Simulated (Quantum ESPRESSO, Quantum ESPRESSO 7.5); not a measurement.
# WSi2N4, 1 layer: a series in biaxial strain

What law, if any, do the results for WSi2N4, 1 layer follow against biaxial strain?

Program: Quantum ESPRESSO 7.5. Level of theory: plane-wave DFT, PBE, GBRV ultrasoft pseudopotentials. Results are calculated unless marked as measured.

This is a report of a sequence of runs, with most program output left out.

**1. The structure**

The cell holds 7 atoms: 4 N, 2 Si and 1 W. Its edges and angles: a = 2.920 Å, b = 2.920 Å, c = 22.101 Å, α = 90.0°, β = 90.0°, γ = 120.0°. It derives from WSi2N4. Vacuum lies along c.

Set-up: Cell and atoms are first relaxed; each strained cell is then held and the atoms relax in it. A periodic run with 15 Å of vacuum in the starting cell gives the vacuum levels, and bands follow along a path.

Members -2, -1, 0, 1 and 2 took the same steps and show in the table alone.

**2. Variable-cell relaxation of the reference**

What the set-up leaves free in this member is relaxed.

The input, ref.relax.in:

```
&control
  prefix = 'ref.relax'
  outdir = './out'
  pseudo_dir = './pseudo'
  nstep = 80
  forc_conv_thr = 0.0004
  calculation = 'vc-relax'
  etot_conv_thr = 1e-06
/
&system
  ibrav = 0
  nat = 7
  ntyp = 3
  ecutwfc = 50
  ecutrho = 250
  occupations = 'smearing'
  smearing = 'fd'
  degauss = 0.004
/
&electrons
  conv_thr = 1e-09
  mixing_beta = 0.4
  electron_maxstep = 120
  mixing_mode = 'plain'
/
&ions
/
&cell
  cell_dofree = '2Dxy'
  press_conv_thr = 0.3
/
ATOMIC_SPECIES
  N   14.0070  n_pbe_v1.2.uspp.F.UPF
  Si  28.0850  si_pbe_v1.uspp.F.UPF
  W   183.8400  w_pbe_v1.2.uspp.F.UPF
CELL_PARAMETERS angstrom
  2.92000000000000 0.00000000000000 0.00000000000000
  -1.46000000000000 2.52879417905056 0.00000000000000
  0.00000000000000 0.00000000000000 22.10102208348185
ATOMIC_POSITIONS crystal
  N   0.000000000000 0.000000000000 0.339350821499
  Si  0.333333333300 0.666666666700 0.360591118869
  N   0.333333333300 0.666666666700 0.439772977219
  W   0.000000000000 0.000000000000 0.500000000000
  N   0.333333333300 0.666666666700 0.560227022781
  Si  0.333333333300 0.666666666700 0.639408881131
  N   0.000000000000 0.000000000000 0.660649178501
K_POINTS automatic
  12 12 1 0 0 0
```

Command:

```
> OMP_NUM_THREADS=1 mpirun -n 4 pw.x -nk 4 -in ref.relax.in > ref.relax.out
```

The job ended after 3 min (4 MPI ranks of Intel Xeon Platinum 8375C at 2.90GHz (Ice Lake), shared host; peak memory 0.95 GiB; 12 min of CPU time).

The steps of the relaxation:

```tsv
step	energy less that of the first step (eV)	largest force (eV/Å)	volume (Å³)
1	0.0000	1.7806	163.20
2	-0.1170	0.7439	162.05
3	-0.1447	0.2104	161.36
4	-0.1462	0.1517	161.28
5	-0.1477	0.1106	161.24
6	-0.1495	0.0651	161.24
7	-0.1511	0.0351	161.35
8	-0.1515	0.0145	161.49
9	-0.1515	0.0085	161.56
10	-0.1515	0.0009	161.60
11	-0.1503	0.0010	161.60
```

```tsv
cell as run	before	after	change
a (Å)	2.920	2.906	-0.5 %
b (Å)	2.920	2.906	-0.5 %
```

The atoms that moved most (Å, along periodic axes as changes of fractional coordinates times the final cell, across vacuum about the mean position):

```tsv
atom	dx	dy	dz	length
N3	0.000	0.000	0.062	0.062
N5	0.000	0.000	-0.062	0.062
Si6	0.000	0.000	-0.053	0.053
Si2	0.000	0.000	0.053	0.053
```

 The last row is no step: it is a fresh SCF in the final cell with a new plane-wave basis, +1 meV from the row before.

Read from the output:

- free energy: -3528.8974 eV
- Fermi energy: 3.734 eV

**3. Relaxing the ions, -4 %**

The input, m0.relax.in:

```
&control
  prefix = 'm0.relax'
  outdir = './out'
  pseudo_dir = './pseudo'
  nstep = 40
  forc_conv_thr = 0.0003
  calculation = 'relax'
  tstress = .true.
/
&system
  ibrav = 0
  nat = 7
  ntyp = 3
  ecutwfc = 50
  ecutrho = 250
  occupations = 'smearing'
  smearing = 'fd'
  degauss = 0.002
/
&electrons
  conv_thr = 1e-09
  mixing_beta = 0.4
  electron_maxstep = 120
  mixing_mode = 'plain'
/
&ions
/
ATOMIC_SPECIES
  N   14.0070  n_pbe_v1.2.uspp.F.UPF
  Si  28.0850  si_pbe_v1.uspp.F.UPF
  W   183.8400  w_pbe_v1.2.uspp.F.UPF
CELL_PARAMETERS angstrom
  2.78946661248000 0.00000000000000 0.00000000000000
  -1.39473330624000 2.41574894976000 0.00000000000000
  0.00000000000000 0.00000000000000 22.10102208300000
ATOMIC_POSITIONS crystal
  N   0.000000000000 0.000000000000 0.339498739000
  Si  0.333333333300 0.666666666700 0.362981816700
  N   0.333333333300 0.666666666700 0.442585811300
  W   0.000000000000 0.000000000000 0.500000000000
  N   0.333333333300 0.666666666700 0.557414188700
  Si  0.333333333300 0.666666666700 0.637018183300
  N   0.000000000000 0.000000000000 0.660501261000
K_POINTS automatic
  12 12 1 0 0 0
```

Command:

```
> OMP_NUM_THREADS=1 mpirun -n 4 pw.x -nk 4 -in m0.relax.in > m0.relax.out
```

Run time: 2.5 min. Hardware: 4 MPI ranks; peak memory 0.85 GiB.

The steps of the relaxation:

```tsv
step	energy less that of the first step (eV)	largest force (eV/Å)
1	0.0000	1.1629
2	-0.0422	0.8102
3	-0.0597	0.3150
4	-0.0708	0.2578
5	-0.0796	0.2869
6	-0.0868	0.1627
7	-0.0875	0.0534
8	-0.0875	0.0095
9	-0.0875	0.0005
```

The atoms that moved most (Å):

```tsv
atom	dx	dy	dz	length
N1	0.000	0.000	-0.079	0.079
N7	0.000	0.000	0.079	0.079
N3	0.000	0.000	-0.036	0.036
N5	0.000	0.000	0.036	0.036
Si6	0.000	0.000	0.028	0.028
Si2	0.000	0.000	-0.028	0.028
```

The relaxed structure:

```cif
data_structure
_symmetry_space_group_name_H-M 'P 1'
_symmetry_Int_Tables_number 1
_cell_length_a 2.7895
_cell_length_b 2.7895
_cell_length_c 22.1010
_cell_angle_alpha 90.000
_cell_angle_beta 90.000
_cell_angle_gamma 120.000
_cell_volume 148.93
loop_
_atom_site_label
_atom_site_type_symbol
_atom_site_fract_x
_atom_site_fract_y
_atom_site_fract_z
_atom_site_occupancy
N1 N 0.00000 0.00000 0.33591 1
Si2 Si 0.33333 0.66667 0.36172 1
N3 N 0.33333 0.66667 0.44094 1
W4 W 0.00000 0.00000 0.50000 1
N5 N 0.33333 0.66667 0.55906 1
Si6 Si 0.33333 0.66667 0.63828 1
N7 N 0.00000 0.00000 0.66409 1
```

The relaxation lowers the energy by 13 meV an atom.

Numbers from this step:

| Quantity | Value |
| --- | --- |
| free energy | -3528.3168 eV |
| Fermi energy | 4.127 eV |

**4. SCF with pw.x, -4 %**

The self-consistent run of this member.

The input, m0.scf.in:

```
&control
  prefix = 'm0.scf'
  outdir = './out'
  pseudo_dir = './pseudo'
  calculation = 'scf'
  tprnfor = .true.
/
&system
  ibrav = 0
  nat = 7
  ntyp = 3
  ecutwfc = 40
  ecutrho = 200
  occupations = 'smearing'
  smearing = 'fd'
  degauss = 0.002
  nbnd = 25
/
&electrons
  conv_thr = 1e-09
  mixing_beta = 0.4
  electron_maxstep = 120
  mixing_mode = 'plain'
/
ATOMIC_SPECIES
  N   14.0070  n_pbe_v1.2.uspp.F.UPF
  Si  28.0850  si_pbe_v1.uspp.F.UPF
  W   183.8400  w_pbe_v1.2.uspp.F.UPF
CELL_PARAMETERS angstrom
  2.78946661248000 0.00000000000000 0.00000000000000
  -1.39473330624000 2.41574894976000 0.00000000000000
  0.00000000000000 0.00000000000000 22.10102208300000
ATOMIC_POSITIONS crystal
  N   0.000000000000 0.000000000000 0.335912134700
  Si  0.333333333300 0.666666666700 0.361719157700
  N   0.333333333300 0.666666666700 0.440944061000
  W   0.000000000000 0.000000000000 0.500000000000
  N   0.333333333300 0.666666666700 0.559055939000
  Si  0.333333333300 0.666666666700 0.638280842300
  N   0.000000000000 0.000000000000 0.664087865300
K_POINTS automatic
  12 12 1 0 0 0
```

Command:

```
> OMP_NUM_THREADS=1 mpirun -n 4 pw.x -nk 4 -in m0.scf.in > m0.scf.out
```

Run time: 16 s. Hardware: 4 MPI ranks; peak memory 0.52 GiB.

Numbers from this step:

| Property | Result |
| --- | --- |
| free energy | -3528.2343 eV |
| Fermi energy | 4.126 eV |
| valence top, on the run's zero | 2.699 eV |
| conduction bottom, on the run's zero | 5.551 eV |
| gap by band count | 2.852 eV |

**5. Electrostatic potential, -4 %**

plot_num = 11 writes the bare and Hartree potential, from which vacuum levels or, in a crystal, the mean potential are read.

The input, m0.pot.in:

```
&inputpp
  prefix = 'm0.scf'
  outdir = './out'
  filplot = 'm0.pot.dat'
  plot_num = 11
/
```

Command:

```
> OMP_NUM_THREADS=1 mpirun -n 4 pp.x -in m0.pot.in > m0.pot.out
```

Elapsed: 1.5 s, on 4 MPI ranks; peak memory 0.12 GiB; 5.2 s of CPU time.

Numbers from this step:

```
slope of the potential above                                          : 2.51e-5 eV/Å
upper vacuum line continued to the top atoms, over the valence top    : 5.883 eV
slope of the potential below                                          : -2.14e-5 eV/Å
lower vacuum line continued to the bottom atoms, over the valence top : 5.883 eV
vacuum level at the upper face over the valence top of the mesh       : 5.883 eV
vacuum level at the lower face over the valence top of the mesh       : 5.883 eV
```

The potential energy, planar mean oscillates, so the rows of the table below give means over windows of 1.15 Å about each position, cut where the curve ends. Its maxima inside the range that stand out by 2 % of the span (Å: eV): 9.1: -0.0578, 10.2: -8.23, 11.9: -8.23, 13.0: -0.0578. Its minima: 7.6: -21.6, 9.8: -10.9, 11.1: -16.5, 12.3: -10.9, 14.5: -21.6.

Electrostatic potential energy of an electron; zero at the highest filled level of the SCF mesh. The potential energy, planar mean by z; means over each step:

```tsv
z (Å)	potential energy, planar mean (eV)
0.57	5.88
1.72	5.88
2.88	5.88
4.02	5.88
5.17	5.85
6.33	4.16
7.47	-15.6
8.62	-7.30
9.77	-7.65
10.92	-14.3
12.07	-9.48
13.22	-4.36
14.37	-18.0
15.52	1.82
16.67	5.80
17.82	5.88
18.97	5.88
20.12	5.88
21.27	5.88
```

**6. Band structure, -4 %**

Bands along a path place the edges.

m0.bands.in is the input of step 4 with these lines changed:

```diff
@@ -1,7 +1,6 @@
 &control
-  prefix = 'm0.scf'
+  prefix = 'm0.bands'
   outdir = './out'
   pseudo_dir = './pseudo'
-  calculation = 'scf'
-  tprnfor = .true.
+  calculation = 'bands'
 /
@@ -16,6 +15,6 @@
   degauss = 0.002
-  nbnd = 25
+  nbnd = 27
 /
 &electrons
-  conv_thr = 1e-09
+  conv_thr = 1e-07
   mixing_beta = 0.4
@@ -40,3 +39,7 @@
   N   0.000000000000 0.000000000000 0.664087865300
-K_POINTS automatic
-  12 12 1 0 0 0
+K_POINTS crystal_b
+4
+  0.0000000000 0.0000000000 0.0000000000 12
+  0.5000000000 0.0000000000 0.0000000000 12
+  0.3333333333 0.3333333333 0.0000000000 12
+  0.0000000000 0.0000000000 0.0000000000 1
```

Command:

```
> cp -r out/m0.scf.save out/m0.bands.save
> cp out/m0.scf.xml out/m0.bands.xml
> OMP_NUM_THREADS=1 mpirun -n 4 pw.x -nk 4 -in m0.bands.in > m0.bands.out
```

Run time: 14 s. Hardware: 4 MPI ranks; peak memory 0.37 GiB; 57 s of CPU time.

Read from the output:

| Property | Result |
| --- | --- |
| conduction bottom, on the run's zero | 5.552 eV |

Band numbers count within the set of bands kept for display. Electronic bands along the path, in eV, zero at the highest filled level of the SCF mesh; v1 is the highest filled band, c1 the lowest empty one:

```tsv
point	v4	v3	v2	v1	c1	c2	c3	c4
Γ	-2.51	-1.85	-1.85	-0.12	3.42	3.42	4.50	4.50
halfway	-2.94	-2.41	-2.31	-0.99	3.06	3.75	4.28	5.73
M	-2.44	-2.44	-1.47	-1.13	2.87	3.26	5.44	5.68
halfway	-2.92	-2.26	-1.81	-0.57	3.68	3.97	4.39	5.88
K	-4.05	-2.18	-1.42	0.00	3.37	3.48	5.04	5.30
halfway	-2.59	-2.29	-2.27	-1.08	2.85	4.38	4.44	5.84
Γ	-2.51	-1.85	-1.85	-0.12	3.42	3.42	4.50	4.50
```

Along this path the valence top lies at K and the conduction bottom between K and Γ.

**7. Relaxation with pw.x, -3 %**

The input, m1.relax.in:

```
&control
  prefix = 'm1.relax'
  outdir = './out'
  pseudo_dir = './pseudo'
  nstep = 40
  forc_conv_thr = 0.0003
  calculation = 'relax'
  tstress = .true.
/
&system
  ibrav = 0
  nat = 7
  ntyp = 3
  ecutwfc = 50
  ecutrho = 250
  occupations = 'smearing'
  smearing = 'fd'
  degauss = 0.002
/
&electrons
  conv_thr = 1e-09
  mixing_beta = 0.4
  electron_maxstep = 120
  mixing_mode = 'plain'
/
&ions
/
ATOMIC_SPECIES
  N   14.0070  n_pbe_v1.2.uspp.F.UPF
  Si  28.0850  si_pbe_v1.uspp.F.UPF
  W   183.8400  w_pbe_v1.2.uspp.F.UPF
CELL_PARAMETERS angstrom
  2.81852355636000 0.00000000000000 0.00000000000000
  -1.40926177818000 2.44091300132000 0.00000000000000
  0.00000000000000 0.00000000000000 22.10102208300000
ATOMIC_POSITIONS crystal
  N   0.000000000000 0.000000000000 0.339498739000
  Si  0.333333333300 0.666666666700 0.362981816700
  N   0.333333333300 0.666666666700 0.442585811300
  W   0.000000000000 0.000000000000 0.500000000000
  N   0.333333333300 0.666666666700 0.557414188700
  Si  0.333333333300 0.666666666700 0.637018183300
  N   0.000000000000 0.000000000000 0.660501261000
K_POINTS automatic
  12 12 1 0 0 0
```

Command:

```
> OMP_NUM_THREADS=1 mpirun -n 4 pw.x -nk 4 -in m1.relax.in > m1.relax.out
```

Run time: 2.2 min. Hardware: 4 MPI ranks; peak memory 0.88 GiB; 8.9 min of CPU time.

The steps of the relaxation:

```tsv
step	energy less that of the first step (eV)	largest force (eV/Å)
1	0.0000	0.8384
2	-0.0226	0.5365
3	-0.0308	0.2267
4	-0.0371	0.1997
5	-0.0419	0.2224
6	-0.0454	0.1107
7	-0.0456	0.0380
8	-0.0457	0.0015
```

The atoms that moved most (Å):

```tsv
atom	dx	dy	dz	length
N7	0.000	0.000	0.058	0.058
N1	0.000	0.000	-0.058	0.058
N3	0.000	0.000	-0.027	0.027
N5	0.000	0.000	0.027	0.027
Si2	0.000	0.000	-0.021	0.021
Si6	0.000	0.000	0.021	0.021
```

Final coordinates:

```cif
data_structure
_symmetry_space_group_name_H-M 'P 1'
_symmetry_Int_Tables_number 1
_cell_length_a 2.8185
_cell_length_b 2.8185
_cell_length_c 22.1010
_cell_angle_alpha 90.000
_cell_angle_beta 90.000
_cell_angle_gamma 120.000
_cell_volume 152.05
loop_
_atom_site_label
_atom_site_type_symbol
_atom_site_fract_x
_atom_site_fract_y
_atom_site_fract_z
_atom_site_occupancy
N1 N 0.00000 0.00000 0.33688 1
Si2 Si 0.33333 0.66667 0.36205 1
N3 N 0.33333 0.66667 0.44137 1
W4 W 0.00000 0.00000 0.50000 1
N5 N 0.33333 0.66667 0.55863 1
Si6 Si 0.33333 0.66667 0.63795 1
N7 N 0.00000 0.00000 0.66312 1
```

The relaxation lowers the energy by 7 meV an atom.

This step gave:

| Item | Value |
| --- | --- |
| free energy | -3528.5756 eV |
| Fermi energy | 3.955 eV |

**8. Ground state, -3 %**

The input, m1.scf.in:

```
&control
  prefix = 'm1.scf'
  outdir = './out'
  pseudo_dir = './pseudo'
  calculation = 'scf'
  tprnfor = .true.
/
&system
  ibrav = 0
  nat = 7
  ntyp = 3
  ecutwfc = 40
  ecutrho = 200
  occupations = 'smearing'
  smearing = 'fd'
  degauss = 0.002
  nbnd = 25
/
&electrons
  conv_thr = 1e-09
  mixing_beta = 0.4
  electron_maxstep = 120
  mixing_mode = 'plain'
/
ATOMIC_SPECIES
  N   14.0070  n_pbe_v1.2.uspp.F.UPF
  Si  28.0850  si_pbe_v1.uspp.F.UPF
  W   183.8400  w_pbe_v1.2.uspp.F.UPF
CELL_PARAMETERS angstrom
  2.81852355636000 0.00000000000000 0.00000000000000
  -1.40926177818000 2.44091300132000 0.00000000000000
  0.00000000000000 0.00000000000000 22.10102208300000
ATOMIC_POSITIONS crystal
  N   0.000000000000 0.000000000000 0.336876571800
  Si  0.333333333300 0.666666666700 0.362048881100
  N   0.333333333300 0.666666666700 0.441373089700
  W   0.000000000000 0.000000000000 0.500000000000
  N   0.333333333300 0.666666666700 0.558626910300
  Si  0.333333333300 0.666666666700 0.637951118900
  N   0.000000000000 0.000000000000 0.663123428200
K_POINTS automatic
  12 12 1 0 0 0
```

Command:

```
> OMP_NUM_THREADS=1 mpirun -n 4 pw.x -nk 4 -in m1.scf.in > m1.scf.out
```

Run time: 16 s. Hardware: 4 MPI ranks; peak memory 0.78 GiB; 61 s of CPU time.

This step gave:

| Property | Result |
| --- | --- |
| free energy | -3528.4937 eV |
| valence top, on the run's zero | 2.614 eV |
| conduction bottom, on the run's zero | 5.439 eV |
| gap by band count | 2.825 eV |

**9. Relaxation with pw.x, 3 %**

The input, m7.relax.in:

```
&control
  prefix = 'm7.relax'
  outdir = './out'
  pseudo_dir = './pseudo'
  nstep = 40
  forc_conv_thr = 0.0003
  calculation = 'relax'
  tstress = .true.
/
&system
  ibrav = 0
  nat = 7
  ntyp = 3
  ecutwfc = 50
  ecutrho = 250
  occupations = 'smearing'
  smearing = 'fd'
  degauss = 0.002
/
&electrons
  conv_thr = 1e-09
  mixing_beta = 0.4
  electron_maxstep = 120
  mixing_mode = 'plain'
/
&ions
/
ATOMIC_SPECIES
  N   14.0070  n_pbe_v1.2.uspp.F.UPF
  Si  28.0850  si_pbe_v1.uspp.F.UPF
  W   183.8400  w_pbe_v1.2.uspp.F.UPF
CELL_PARAMETERS angstrom
  2.99286521964000 0.00000000000000 0.00000000000000
  -1.49643260982000 2.59189731068000 0.00000000000000
  0.00000000000000 0.00000000000000 22.10102208300000
ATOMIC_POSITIONS crystal
  N   0.000000000000 0.000000000000 0.339498739000
  Si  0.333333333300 0.666666666700 0.362981816700
  N   0.333333333300 0.666666666700 0.442585811300
  W   0.000000000000 0.000000000000 0.500000000000
  N   0.333333333300 0.666666666700 0.557414188700
  Si  0.333333333300 0.666666666700 0.637018183300
  N   0.000000000000 0.000000000000 0.660501261000
K_POINTS automatic
  12 12 1 0 0 0
```

Command:

```
> OMP_NUM_THREADS=1 mpirun -n 4 pw.x -nk 4 -in m7.relax.in > m7.relax.out
```

Run time: 2.6 min. Hardware: 4 MPI ranks; peak memory 0.96 GiB; 10 min of CPU time.

Step by step:

```tsv
step	energy less that of the first step (eV)	largest force (eV/Å)
1	0.0000	0.6610
2	-0.0153	0.2593
3	-0.0186	0.1751
4	-0.0210	0.1521
5	-0.0240	0.1156
6	-0.0271	0.0712
7	-0.0288	0.0376
8	-0.0288	0.0171
9	-0.0288	0.0007
```

The atoms that moved most (Å):

```tsv
atom	dx	dy	dz	length
N1	0.000	0.000	0.048	0.048
N7	0.000	0.000	-0.048	0.048
N5	0.000	0.000	-0.024	0.024
N3	0.000	0.000	0.024	0.024
Si6	0.000	0.000	-0.018	0.018
Si2	0.000	0.000	0.018	0.018
```

The relaxation lowers the energy by 4 meV an atom.

Numbers from this step:

```
free energy  : -3528.6287 eV
Fermi energy : 3.444 eV
```

[end of part 1 of 2]

[Logs are printed without paths, hosts, clocks, repeated set-up lines and the standing remarks that a program may print on its own settings, such as how far it seeks lower states.]

[Hosts, paths, dates, database ids (printed as entryN), source tags and the programs' standing remarks are cut or masked in the printed files.]

[Maps of the electrostatic potential energy from Ansatz leave out the sawtooth potential of an applied field or a dipole correction, so their vacuum need not be flat; planar profiles and work functions include it.]
